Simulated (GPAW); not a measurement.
# How SiC (Moissanite 3C) absorbs and reflects light

Wanted: where SiC (Moissanite 3C) starts to absorb, how strongly, and its refractive index.

Main program and level: GPAW 26.7.0; DFT, LDA, plane-wave PAW (GPAW data sets), scalar-relativistic, RPA, optical limit.

### 1. Set-up

Symmetry: F-43m, No. 216, cubic system. Conventional cell: a = 4.358 Å, b = 4.358 Å, c = 4.358 Å, α = 90.00°, β = 90.00°, γ = 90.00°. Nearest to Si lie 4 C at 1.89 Å. C has 4 Si at 1.89 Å nearest. Farther neighbours are not listed.

### 2. Ground state

The self-consistent density comes first; it also tells whether there is a gap, which decides the occupations and the need for a Drude term.

This step: DFT, LDA, plane-wave PAW (GPAW data sets), scalar-relativistic, ground state (GPAW 26.7.0).

Input file gs.py:

```python
from ase import Atoms
from ase.dft.bandgap import bandgap
from gpaw import GPAW, PW, FermiDirac

atoms = Atoms(['Si', 'C'],
              cell=[[0.000000000000, 2.179000000000, 2.179000000000],
                    [2.179000000000, 0.000000000000, 2.179000000000],
                    [2.179000000000, 2.179000000000, 0.000000000000]],
              scaled_positions=[[0.000000000000, 0.000000000000, 0.000000000000],
                                [0.750000000000, 0.750000000000, 0.750000000000]],
              pbc=[True, True, True])
atoms.calc = GPAW(mode=PW(500), xc='LDA', kpts={'size': (9, 9, 9), 'gamma': True},
                  occupations=FermiDirac(0.05), maxiter=150, txt='gs.txt')
print('energy (eV)', atoms.get_potential_energy())
print('Fermi level (eV)', atoms.calc.get_fermi_level())
print('valence electrons', atoms.calc.get_number_of_electrons())
print('gap (eV)', bandgap(atoms.calc, output=None)[0])
print('direct gap (eV)', bandgap(atoms.calc, direct=True, output=None)[0])
atoms.calc.write('gs.gpw')
```

On the command line:

```sh
> OMP_NUM_THREADS=1 python gs.py
```

Numbers of over 12 decimals in the logs are rounded to 6 here.

Log:

```text
__  _  _
 | _ |_)|_||  |
 |__||  | ||/\| - 26.7.0

Versions:
  Python: 3.12.14
  ASE:    3.29.0
  Numpy:  2.5.5
  Scipy:  1.18.1
  Libxc:  7.0.0

Input parameters:
  mode=PW(ecut=500.0),
  kpts=MonkhorstPack(size=(9, 9, 9), gamma=True),
  maxiter=150,
  occupations=Occupations(name='fermi-dirac', width=0.05, fixmagmom=False),
  xc=XC(name='LDA')

Diagonalizing LCAO Hamiltonian
Converting LCAO to pw mode

                 C

       Si

Atoms  # Å, Bohr magnetons
|   | symbol |        x |        y |        z |    initial magnetic moments |
| 0 |     Si | 0.000000 | 0.000000 | 0.000000 | ( 0.0000,  0.0000,  0.0000) |
| 1 |      C | 3.268500 | 3.268500 | 3.268500 | ( 0.0000,  0.0000,  0.0000) |

Unit cell  # Å
| periodic |        x |        y |        z |  lengths |    angles |
|      yes | 0.000000 | 2.179000 | 2.179000 | 3.081571 | 60.000000 |
|      yes | 2.179000 | 0.000000 | 2.179000 | 3.081571 | 60.000000 |
|      yes | 2.179000 | 2.179000 | 0.000000 | 3.081571 | 60.000000 |

Number of symmetries: 24
Symmetry operations  # r_c * U_cc + t_c -> r_c
|    | kind |            matrix            |
|  0 |  E   |  1, 0, 0,  0, 1, 0,  0, 0, 1 |
|  1 |  σ   |  1, 0, 0,  0, 0, 1,  0, 1, 0 |
|  2 |  σ   |  1, 0,-1,  0, 1,-1,  0, 0,-1 |
|  3 |  C3  |  1, 0,-1,  0, 0,-1,  0, 1,-1 |
|  4 |  C3  |  1,-1, 0,  0,-1, 1,  0,-1, 0 |
|  5 |  σ   |  1,-1, 0,  0,-1, 0,  0,-1, 1 |
|  6 |  σ   |  0, 1, 0,  1, 0, 0,  0, 0, 1 |
|  7 |  C3  |  0, 1, 0,  0, 0, 1,  1, 0, 0 |
|  8 |  C2  |  0, 1,-1,  1, 0,-1,  0, 0,-1 |
|  9 |  S4  |  0, 1,-1,  0, 0,-1,  1, 0,-1 |
| 10 |  C3  |  0, 0, 1,  1, 0, 0,  0, 1, 0 |
| 11 |  σ   |  0, 0, 1,  0, 1, 0,  1, 0, 0 |
| 12 |  S4  |  0, 0,-1,  1, 0,-1,  0, 1,-1 |
| 13 |  C3  |  0, 0,-1,  0, 1,-1,  1, 0,-1 |
| 14 |  S4  |  0,-1, 1,  1,-1, 0,  0,-1, 0 |
| 15 |  C2  |  0,-1, 1,  0,-1, 0,  1,-1, 0 |
| 16 |  C3  |  0,-1, 0,  1,-1, 0,  0,-1, 1 |
| 17 |  S4  |  0,-1, 0,  0,-1, 1,  1,-1, 0 |
| 18 |  S4  | -1, 1, 0, -1, 0, 1, -1, 0, 0 |
| 19 |  C3  | -1, 1, 0, -1, 0, 0, -1, 0, 1 |
| 20 |  C3  | -1, 0, 1, -1, 1, 0, -1, 0, 0 |
| 21 |  S4  | -1, 0, 1, -1, 0, 0, -1, 1, 0 |
| 22 |  σ   | -1, 0, 0, -1, 1, 0, -1, 0, 1 |
| 23 |  C2  | -1, 0, 0, -1, 0, 1, -1, 1, 0 |

BZ-sampling:
  Number of BZ points: 729
  Number of IBZ points: 35

  Monkhorst-Pack size: [9, 9, 9]
  Monkhorst-Pack shift: [0, 0, 0]

K-points  # in reciprocal-cell coordinates
|     |                                coordinates |     weight |
|   0 | (  0.00000000,   0.00000000,   0.00000000) | 0.00137174 |
|   1 | (  0.11111111,   0.11111111,   0.00000000) | 0.00823045 |
|   2 | (  0.11111111,   0.11111111,   0.11111111) | 0.01097394 |
|   3 | (  0.22222222,   0.11111111,   0.11111111) | 0.01646091 |
|   4 | (  0.22222222,   0.22222222,   0.00000000) | 0.00823045 |
|   5 | (  0.22222222,   0.22222222,   0.11111111) | 0.03292181 |
|   6 | (  0.22222222,   0.22222222,   0.22222222) | 0.01097394 |
|   7 | (  0.33333333,   0.22222222,   0.11111111) | 0.03292181 |
|   8 | (  0.33333333,   0.22222222,   0.22222222) | 0.03292181 |
|   9 | (  0.33333333,   0.33333333,  -0.33333333) | 0.01646091 |
| ... |                                            |            |
|  34 | (  0.44444444,   0.44444444,   0.44444444) | 0.01097394 |

Plane wave coefficients: 534
Cutoff: 500.0 eV

Spin-components: 1 (collinear spins)
Bands:           8
Projectors:      10
Spin-degeneracy: 2
Datatype:        complex128

Parallelization:
  kpt:    1
  domain: 1
  band:   1

Density:
  Valence electrons: 8.0
  Components: 1
  Grid points: [16 16 16]
  Charge: 0.0  # |e|

Potential:
  Grid points: [16 16 16]

species:
  Si:
    name:    Silicon
    id:
    Z:       14.0
    valence: 4
    core:    10
    charge:  0.0  # [|e|]
    compensation charges:
      type: gauss
      rc: 0.33  # [Å]
      lmax: 2
    cutoffs:
      filter: 1.86  # [Å]
      core: 2.06  # [Å]
    projectors
    | kind |    occ | energy [eV] | rcut [Å] |
    |   3s |  2.000 |     -10.878 |    1.058 |
    |   3p |  2.000 |      -4.162 |    1.058 |
    |    s |        |      16.334 |    1.058 |
    |    p |        |      23.049 |    1.058 |
    |    d |        |       0.000 |    1.058 |

    Using partial waves for Si as LCAO basis

  C:
    name:    Carbon
    id:
    Z:       6.0
    valence: 4
    core:    2
    charge:  0.0  # [|e|]
    compensation charges:
      type: gauss
      rc: 0.20  # [Å]
      lmax: 2
    cutoffs:
      filter: 1.14  # [Å]
      core: 1.14  # [Å]
    projectors
    | kind |    occ | energy [eV] | rcut [Å] |
    |   2s |  2.000 |     -13.639 |    0.635 |
    |   2p |  2.000 |      -5.414 |    0.635 |
    |    s |        |      13.573 |    0.635 |
    |    p |        |      21.797 |    0.635 |
    |    d |        |       0.000 |    0.635 |

    Using partial waves for C as LCAO basis

Reference energy: -8877.515721  # eV

eigensolver:
  PPCG
  Converge bands: occupied
  niter=2

density mixing:
  MSR1-Mixer
  Pratt-step length: 0.05
  Maximum mixing coefficient: 0.75
  Old densities: 10
  SVD Regularization: 0.005
  Good broyden scale: 1.0
  Trust region scale: 1.0
  Backstep threshold: 4.0
  History deletion threshold: 6.0
  Fourier metric: weight=20.0, sigma=0.015

occupation numbers:
  Fermi-Dirac:
    width: 0.0500  # eV

poisson solver:
  ecut: 4000.0  # eV

xc functional:
  name: None

convergence criteria:
- Maximum [total energy] change in last 3 cyles: 0.0005 eV / valence electron
- Maximum integral of absolute [dens]ity change: 0.0001 electrons / valence electron
- Maximum integral of absolute [eigenst]ate change: 4e-08 eV^2 / valence electron
maximum number of iterations: 150

SCF iterations
|iter     |      energy | eigst |  dens |
|iter:   1||  -18.355200 | -0.14 |       |
|iter:   2||  -17.953928 | -2.18 | -0.56 |
|iter:   3||  -16.591196 | -0.85 | -0.60 |
|iter:   4||  -16.584542 | -2.84 | -1.32 |
|iter:   5||  -16.585172 | -3.58 | -1.71 |
|iter:   6||  -16.585232c| -5.50 | -2.62 |
|iter:   7||  -16.585234c| -6.89 | -3.42 |
|iter:   8||  -16.585235c| -8.31c| -4.19c|

Converged in 8 steps
SCF loop duration: 2.273 s (0.284 s/step)
Energy contributions relative to reference atoms: (reference = -8877.515721)

Energy contributions:
  Kinetic:          16.376907
  Coulomb:         -13.776968
  Zero:             -0.024309
  External:          0.000000
  Xc:              -19.160864
  Entropy:          -0.000000
  Spinorbit:         0.000000
  ----------------------------
  Free energy:     -16.585235
  Extrapolated:    -16.585235

dipole moment: (-8.043036, -8.043036, -8.043036)  # |e|*Ang

Fermi level: 8.738
Eigenvalues  # (at kpt = [0.000, 0.000, 0.000])
| band index |      eig [eV] | occ [0-2] |
|          0 |        -7.313 |     2.000 |
|          1 |         8.014 |     2.000 |
|          2 |         8.014 |     2.000 |
|          3 |         8.014 |     2.000 |
|          4 |        14.351 |     0.000 |
|          5 |        15.218 |     0.000 |
|          6 |        15.218 |     0.000 |
|          7 |        15.218 |     0.000 |

Gap: 1.457 eV
Transition (v -> c):
  (s=0, k=0, n=3, [0.00, 0.00, 0.00]) -> (s=0, k=30, n=4, [0.44, 0.44, 0.00])
Direct/indirect transitions are different
Direct gap: 4.586 eV
Transition at: (s=0, k=30, n=3, [0.44, 0.44, 0.00])

--- standard output ---
energy (eV) -16.585235
Fermi level (eV) 8.738383
valence electrons 8.0
gap (eV) 1.456773
direct gap (eV) 4.585795
```

Run time: 3.8 s. Hardware: 1 thread of Arm Neoverse V1, shared host; peak memory 0.12 GiB.

This step gave:

```
energy                 : -16.59 eV
Fermi energy           : 8.738 eV
gap on the k-mesh      : 1.457 eV
direct gap on the mesh : 4.586 eV
electrons              : 8
```

There is a gap, 1.46 eV on this mesh (points off the mesh can give less), so no carriers' term is needed.

### 3. Bands for the response

At the fixed density, many empty bands are solved on the mesh of the response, since the spectrum sums over them.

This step: DFT, LDA, plane-wave PAW (GPAW data sets), scalar-relativistic, bands at fixed density (GPAW 26.7.0).

Input file nscf.py:

```python
from ase.dft.bandgap import bandgap
from gpaw import GPAW, FermiDirac

calc = GPAW('gs.gpw').fixed_density(kpts={'size': (14, 14, 14), 'gamma': True}, nbands=23, convergence={'bands': 17},
                                    occupations=FermiDirac(0.001), txt='nscf.txt')
print('gap (eV)', bandgap(calc, output=None)[0])
print('direct gap (eV)', bandgap(calc, direct=True, output=None)[0])
print('top band over the Fermi level (eV)', min(calc.get_eigenvalues(kpt=k)[16] for k in range(len(calc.get_ibz_k_points()))) - calc.get_fermi_level())
calc.write('full.gpw', mode='all')
```

On the command line:

```sh
> OMP_NUM_THREADS=1 python nscf.py
```

Log:

```text
Diagonalizing LCAO Hamiltonian
Converting LCAO to pw mode
convergence criteria:
- Maximum integral of absolute [eigenst]ate change: 4e-08 eV^2 / valence electron
maximum number of iterations: 150

SCF iterations
|iter     |      energy | eigst |  dens |
|iter:   1||             | +2.98 |       |
|iter:   2||             | +1.21 |       |
|iter:   3||             | -1.22 |       |
|iter:   4||             | -2.96 |       |
|iter:   5||             | -5.02 |       |
|iter:   6||             | -6.65 |       |
|iter:   7||             | -7.65c|       |
SCF steps: 7
  __  _  _
 | _ |_)|_||  |
 |__||  | ||/\| - 26.7.0

Versions:
  Python: 3.12.14
  ASE:    3.29.0
  Numpy:  2.5.5
  Scipy:  1.18.1
  Libxc:  7.0.0

Input parameters:
  mode=PW(ecut=500.0),
  convergence={'bands': 17},
  gpts=array([16, 16, 16]),
  kpts=MonkhorstPack(size=(14, 14, 14), gamma=True),
  maxiter=150,
  nbands=23,
  occupations=Occupations(name='fermi-dirac', width=0.001, fixmagmom=False),
  parallel={},
  xc=XC(name='LDA')

--- standard output ---
gap (eV) 1.313065
direct gap (eV) 4.508023
top band over the Fermi level (eV) 27.266839
```

Run time: 16 s. Hardware: 1 thread; peak memory 0.16 GiB.

Read-outs, printed or worked out from the files:

* gap on the k-mesh: 1.313 eV
* direct gap on the mesh: 4.508 eV

[end of part 1 of 2]

[Machine, clock and banner lines and Python warnings are left out of the logs.]

[Logs are printed without paths, hosts, clocks, repeated set-up lines and the standing remarks that a program may print on its own settings, such as how far it seeks lower states.]

[Hosts, paths, dates, database ids (printed as entryN), source tags and the programs' standing remarks are cut or masked in the printed files.]
